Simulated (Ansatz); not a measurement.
# Decaying states in the gap of Rb2TeO, part 2 of 2

Wanted: the relaxed cell of Rb2TeO, its band edges and its decay constants. It is built by putting Te for part of the O in the RbO structure of space group Immm, with the volume rescaled by atomic radii. The parent structure comes from the Materials Project.

Ansatz 0.2.0; PBE DFT, plane waves, PAW files (the session's first sound run).

So far, gap on the k-mesh (eV): step 3 (band edges) 1.30.

The structure was built from a prototype and need not be the compound's stable phase.

### 5. Decaying states in the gap, plane (001), k-mesh 8×8×8

The same for the (001) plane, at (0, 0) and (0.5, 0), to see how the decay depends on direction.

Input file input.yaml:

```yaml
crystal:
  lattice:
    - [6.055210052, 0.0, 0.0]
    - [0.0, 8.777698351, 0.0]
    - [3.027605026, 4.388849176, 3.234314762]
  atoms:
    - { symbol: Rb, position: [0.9421845171, 0.1930169332, 0.1156309658] }
    - { symbol: Rb, position: [0.9421845171, 0.691352101, 0.1156309658] }
    - { symbol: O, position: [0.7119113886, 0.7119113886, 0.5761772228] }
    - { symbol: Te, position: [0.4037195773, 0.4037195773, 0.1925608454] }
kpoints:
  mp_grid: { grid: [8, 8, 8] }
scf:
  occupations: { method: fixed }
hamiltonian:
  xc: pbe
output:
  eigenvalues: true
  transmission:
    leads: [[0, 0]]
    kpoints: [[0.0, 0.0], [0.5, 0.0]]
    e_range: [-1.0, 2.26]
    de: 0.07
```

The run is started by

```sh
$ ansatz run input.yaml --threads 2 --pin off --max-ram 4096MiB --backend cpu --events-out ev --progress --plain --runs-dir out
```

It took 3.1 min on 2 threads of Arm Neoverse V2, shared host; peak memory 1.4 GiB; 5.6 min of CPU time.

This step gave:

| Quantity | Value |
| --- | --- |
| free energy | -14083.3831 eV |
| gap on the k-mesh | 1.307 eV |
| level to which the leads are filled | 0.6533 eV from the Fermi level |
| decay constant at the filling level, zone centre | 0.2829 Å⁻¹ |
| decay constant at the filling level, slowest listed point | 0.2829 Å⁻¹ |

K parallel (0, 0); values up to 1.5 1/Å, a degenerate pair printed once or twice; energies at which all values exceed this have no row. Im kz of the slowest decaying states against energy, zero at the highest filled level on the SCF mesh:

```
energy (eV)  decay 1 (Å⁻¹)  decay 2 (Å⁻¹)  decay 3 (Å⁻¹)  decay 4 (Å⁻¹)
      -1.00          0.447          0.544          0.589          0.768
      -0.86          0.441          0.531          0.567          0.750
      -0.72          0.434          0.507          0.539          0.733
      -0.58          0.426          0.470          0.503          0.716
      -0.51          0.422          0.443          0.481          0.707
      -0.37          0.354          0.412          0.423          0.689
      -0.23          0.250          0.329          0.401          0.669
      -0.09          0.193          0.389          0.447          0.648
      -0.02         0.0629          0.338          0.382          0.487
       0.05          0.209          0.265          0.375          0.422
       0.19          0.352          0.359          0.390          0.526
       0.26          0.350          0.391          0.425          0.560
       0.40          0.331          0.445          0.476          0.598
       0.54          0.309          0.483          0.510          0.601
       0.68          0.283          0.512          0.535          0.597
       0.82          0.252          0.534          0.554          0.593
       0.96          0.213          0.553          0.568          0.589
       1.03          0.189          0.560          0.574          0.587
       1.17          0.123          0.574          0.576          0.583
       1.31          0.558          0.578          0.585          0.589
       1.45          0.540          0.567          0.573          0.593
       1.59          0.521          0.540          0.568          0.595
       1.73         0.0758          0.503          0.510          0.562
       1.80          0.110          0.494          0.495          0.559
       1.94          0.141          0.461          0.477          0.552
       2.08          0.149          0.424          0.462          0.545
       2.22          0.139          0.382          0.449          0.538
```

K parallel (0.5, 0); values up to 1.5 1/Å, a degenerate pair printed once or twice; energies at which all values exceed this have no row. Im kz of the slowest decaying states against energy, zero at the highest filled level on the SCF mesh:

```
energy (eV)  decay 1 (Å⁻¹)  decay 2 (Å⁻¹)  decay 3 (Å⁻¹)  decay 4 (Å⁻¹)
      -1.00          0.419          0.534          0.550          0.877
      -0.86          0.396          0.528          0.536          0.854
      -0.72          0.362          0.517          0.521          0.830
      -0.58          0.311          0.497          0.506          0.805
      -0.51          0.273          0.482          0.499          0.792
      -0.37          0.120          0.435          0.484          0.767
      -0.23          0.336          0.471          0.744          0.872
      -0.09          0.221          0.457          0.722          0.859
      -0.02          0.277          0.279          0.450          0.712
       0.05          0.316          0.383          0.444          0.702
       0.19          0.371          0.429          0.491          0.686
       0.26          0.392          0.422          0.526          0.679
       0.40          0.407          0.424          0.578          0.666
       0.54          0.391          0.448          0.615          0.654
       0.68          0.373          0.466          0.643          0.643
       0.82          0.354          0.481          0.633          0.665
       0.96          0.333          0.492          0.623          0.682
       1.03          0.321          0.496          0.618          0.689
       1.17          0.296          0.503          0.607          0.700
       1.31          0.266          0.508          0.597          0.710
       1.45          0.230          0.510          0.586          0.705
       1.59          0.184          0.510          0.574          0.690
       1.73          0.117          0.509          0.561          0.675
       1.80         0.0523          0.507          0.555          0.667
       1.94          0.503          0.541          0.652          0.731
       2.08          0.496          0.526          0.637          0.732
       2.22          0.486          0.510          0.623          0.733
```

At the listed wavevectors the last open channel is at -0.02 eV and the next at +1.31 eV on the grid. At +0.68 eV, the grid energy nearest the filling level (the middle of the gap on the SCF mesh), the slowest state at the listed wavevectors decays with κ = 0.283 Å⁻¹, its amplitude falling by e over 3.5 Å; the first such run, plane (010), gave 0.251 Å⁻¹.

### 6. A repeat with changed settings: output.transmission.temperature = 150.0

This step: PBE DFT, plane waves, PAW files; complex bands by layer matching along the plane's normal; changed: output.transmission.temperature = 150.0 (Ansatz 0.2.0).

This run repeats an earlier one, its twin (the complex run, plane (010)), with one setting changed (output.transmission.temperature; files written aside). It is meant to test how the leads' temperature enters. Where the input is shown as a difference, that is against the step before, not the twin.

Input file input.yaml:

```yaml
crystal:
  lattice:
    - [6.055210052, 0.0, 0.0]
    - [0.0, 6.468629525, 0.0]
    - [3.027605026, 3.234314762, 4.388849176]
  atoms:
    - { symbol: Rb, position: [0.7491675839, 0.691352101, 0.5016648322] }
    - { symbol: Rb, position: [0.2508324161, 0.1930169332, 0.4983351678] }
    - { symbol: O, position: [0.0, 0.7119113886, 0.0] }
    - { symbol: Te, position: [0.0, 0.4037195773, 0.0] }
kpoints:
  mp_grid: { grid: [6, 6, 6] }
scf:
  occupations: { method: fixed }
hamiltonian:
  xc: pbe
output:
  eigenvalues: true
  transmission:
    leads: [[0, 0]]
    kpoints: [[0.0, 0.0], [0.0, 0.4167], [0.5, 0.0]]
    e_range: [-1.0, 2.26]
    de: 0.08
    temperature: 150.0
```

Elapsed: 2.1 min, on 2 threads; peak memory 0.96 GiB.

Numbers from this step:

```
free energy                                               : -14083.3830 eV
gap on the k-mesh                                         : 1.298 eV
level to which the leads are filled                       : 0.6488 eV from the Fermi level
decay constant at the filling level, zone centre          : 0.2983 Å⁻¹
decay constant at the filling level, slowest listed point : 0.2511 Å⁻¹
```

K parallel (0, 0); values up to 1.5 1/Å, a degenerate pair printed once or twice; energies at which all values exceed this have no row. The Im kz of the slowest decaying states by energy, zero at the highest filled level on the SCF mesh:

```
energy (eV)  decay 1 (Å⁻¹)  decay 2 (Å⁻¹)  decay 3 (Å⁻¹)  decay 4 (Å⁻¹)
      -1.00          0.508          0.641          0.701          0.815
      -0.76          0.518          0.586          0.699          0.835
      -0.52          0.499          0.530          0.698          0.769
      -0.28          0.284          0.547          0.657          0.701
      -0.12          0.454          0.510          0.560          0.624
      -0.04          0.202          0.281          0.482          0.533
       0.12          0.281          0.506          0.567          0.581
       0.36          0.309          0.513          0.596          0.667
       0.60          0.304          0.504          0.604          0.701
       0.84          0.283          0.486          0.605          0.688
       1.08          0.249          0.462          0.599          0.670
       1.32          0.199          0.432          0.584          0.647
       1.48          0.151          0.409          0.569          0.630
       1.72          0.368          0.536          0.602          0.720
       1.96          0.315          0.484          0.568          0.711
       2.20          0.237          0.395          0.529          0.698
```

K parallel (0, 0.4167); values up to 1.5 1/Å, a degenerate pair printed once or twice; energies at which all values exceed this have no row. The Im kz of the slowest decaying states by energy, zero at the highest filled level on the SCF mesh:

```
energy (eV)  decay 1 (Å⁻¹)  decay 2 (Å⁻¹)  decay 3 (Å⁻¹)  decay 4 (Å⁻¹)
      -1.00          0.497          0.680          0.703          0.876
      -0.84          0.454          0.672          0.702          0.885
      -0.68          0.400          0.662          0.698          0.889
      -0.52          0.326          0.652          0.693          0.874
      -0.36          0.186          0.641          0.687          0.798
      -0.20         0.0688          0.173          0.630          0.668
      -0.04          0.224          0.282          0.587          0.618
       0.12          0.261          0.318          0.606          0.661
       0.28          0.273          0.332          0.594          0.650
       0.44          0.272          0.333          0.582          0.639
       0.60          0.260          0.325          0.569          0.627
       0.76          0.240          0.308          0.556          0.615
       0.92          0.208          0.283          0.543          0.602
       1.08          0.160          0.247          0.529          0.587
       1.24         0.0603          0.192          0.514          0.573
       1.40         0.0839          0.499          0.557          0.798
       1.56          0.482          0.540          0.795          0.835
       1.72         0.0785          0.465          0.522          0.791
       1.88          0.145          0.446          0.504          0.786
       2.04          0.173          0.426          0.483          0.780
       2.20          0.185          0.404          0.462          0.773
```

K parallel (0.5, 0); values up to 1.5 1/Å, a degenerate pair printed once or twice; energies at which all values exceed this have no row. Table of Im kz of the slowest decaying states by energy, zero at the highest filled level on the SCF mesh:

```
energy (eV)  decay 1 (Å⁻¹)  decay 2 (Å⁻¹)  decay 3 (Å⁻¹)  decay 4 (Å⁻¹)
      -1.00          0.676          0.717          0.911          0.913
      -0.84          0.643          0.684          0.884          0.925
      -0.76          0.625          0.667          0.872          0.929
      -0.60          0.581          0.627          0.848          0.935
      -0.52          0.554          0.604          0.837          0.936
      -0.36          0.476          0.540          0.817          0.938
      -0.20          0.227          0.415          0.798          0.938
      -0.12          0.326          0.790          0.937           1.00
      -0.04          0.327          0.394          0.782          0.936
       0.04          0.438          0.454          0.775          0.934
       0.12          0.486          0.488          0.768          0.932
       0.28          0.529          0.536          0.757          0.927
       0.44          0.552          0.560          0.747          0.920
       0.52          0.560          0.566          0.744          0.917
       0.68          0.571          0.571          0.738          0.908
       0.76          0.570          0.575          0.736          0.904
       0.92          0.564          0.580          0.733          0.894
       1.08          0.553          0.581          0.730          0.883
       1.16          0.546          0.580          0.729          0.877
       1.32          0.530          0.578          0.725          0.863
       1.40          0.520          0.576          0.722          0.856
       1.56          0.499          0.570          0.715          0.843
       1.72          0.476          0.562          0.705          0.827
       1.80          0.463          0.558          0.698          0.818
       1.96          0.435          0.548          0.680          0.800
       2.04          0.419          0.542          0.668          0.790
       2.20          0.385          0.529          0.639          0.769
```

The temperature enters the conductance and not T(E) itself. No conductance was computed here for it to change.

### 7. Summary of results

```yaml
band_gap: 1.26 eV
least_decay_constant_at_mid_gap_normal_to_010: 0.251 Å⁻¹
least_decay_constant_at_mid_gap_normal_to_001: 0.283 Å⁻¹
```

What this shows: With PBE, the slowest decay at the wavevectors tried is κ = 0.251 Å⁻¹, normal to (010). Through such a film the transmission near mid-gap falls as exp(−2κd), a factor of ten every 4.6 Å. The directions tried decay at nearly the same rate. A free electron under a barrier of half the gap would need a mass of 0.38 mₑ to decay at this rate. The slowest decay isn't at the zone centre. The compound is made up by substitution; its stability against other phases and against distortions of the cell's symmetry was not tested. A semilocal functional narrows gaps, while spin-orbit coupling, left out here, narrows them in compounds of heavy elements, so the error in κ can go either way.

[Logs are printed without paths, hosts, clocks, repeated set-up lines and the standing remarks that a program may print on its own settings, such as how far it seeks lower states.]

[Hosts, paths, dates, database ids (printed as entryN), source tags and the programs' standing remarks are cut or masked in the printed files.]
